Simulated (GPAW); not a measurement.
SiC (P6_3mc): refractive index against wavelength

The refractive index of SiC (P6_3mc) along x below the direct gap (4.07 eV on the mesh) is read from one computed spectrum, n = √(Re ε). x, y and z are the Cartesian axes of the input cell.

The structure is hexagonal, space group P6_3mc (No. 186). The conventional cell has a = 3.076 Å, b = 3.076 Å, c = 5.048 Å, α = 90.00°, β = 90.00°, γ = 120.00°. Si on site b is surrounded by 4 C at 1.87 to 1.94 Å. Around C on site b lie 4 Si at 1.87 to 1.94 Å.

Method: GPAW 26.7.0, PBE, RPA, k-mesh 12×12×7, local fields up to 70 eV, Lorentzian half width 0.12 eV.

Launch of the response step: `OMP_NUM_THREADS=1 python df.py`. The run took 2.6 min, its band step included, on 1 thread of Arm Neoverse V1, on a shared host.

| wavelength (nm) | photon energy E (eV) | n |
| --- | --- | --- |
| 1310 | 0.946 | 2.5762 |
| 1064 | 1.165 | 2.5856 |
| 850 | 1.459 | ? |
| 700 | 1.771 | 2.6231 |
| 633 | 1.959 | 2.6385 |
| 532 | 2.331 | 2.6755 |
| 450 | 2.755 | 2.7297 |

In the single-oscillator model n² − 1 = E₀E_d/(E₀² − E²), so 1/(n² − 1) = E₀/E_d − E²/(E₀E_d) is linear in E².

Working, on the rows shown:

| x = E² (eV²) | y = 1/(n² − 1) |
| --- | --- |
| 0.895757 | 0.177405 |
| 1.35784 | 0.175891 |
| 3.13716 | 0.170049 |
| 3.83641 | 0.167738 |
| 5.43137 | 0.162382 |
| 7.59115 | 0.155008 |

Means: x̄ = 3.7083, ȳ = 0.16808. Σ(x − x̄)(y − ȳ) = -0.1063, Σ(x − x̄)² = 31.82. Slope = -0.1063 / 31.82 = -0.003341; intercept = ȳ − slope · x̄ = 0.18047. Turned back into n, the line misses the rows shown by at most 0.00074.

Task: Fill in the last column of the withheld row.

Result: At x = 2.1276 the line gives y = 0.17336, that is 2.6016. The run gave 2.6015, so the interpolation is off by 0.0001, 0.1 % of the range in the table.

Refitted with all rows, the slope is -0.003342 and the intercept 0.18047. These give E₀ = √(intercept/−slope) = 7.35 eV and E_d = E₀/intercept = 40.7 eV; E₀ is 1.8 times the direct gap. The electronic limit at long wavelengths, without lattice vibrations, is n = √(1 + 1/intercept) = 2.558. Excitons are left out; PBE gaps are as a rule too small. The values come from a sum over the points of one k-mesh and carry its error, which grows as the direct gap shrinks.
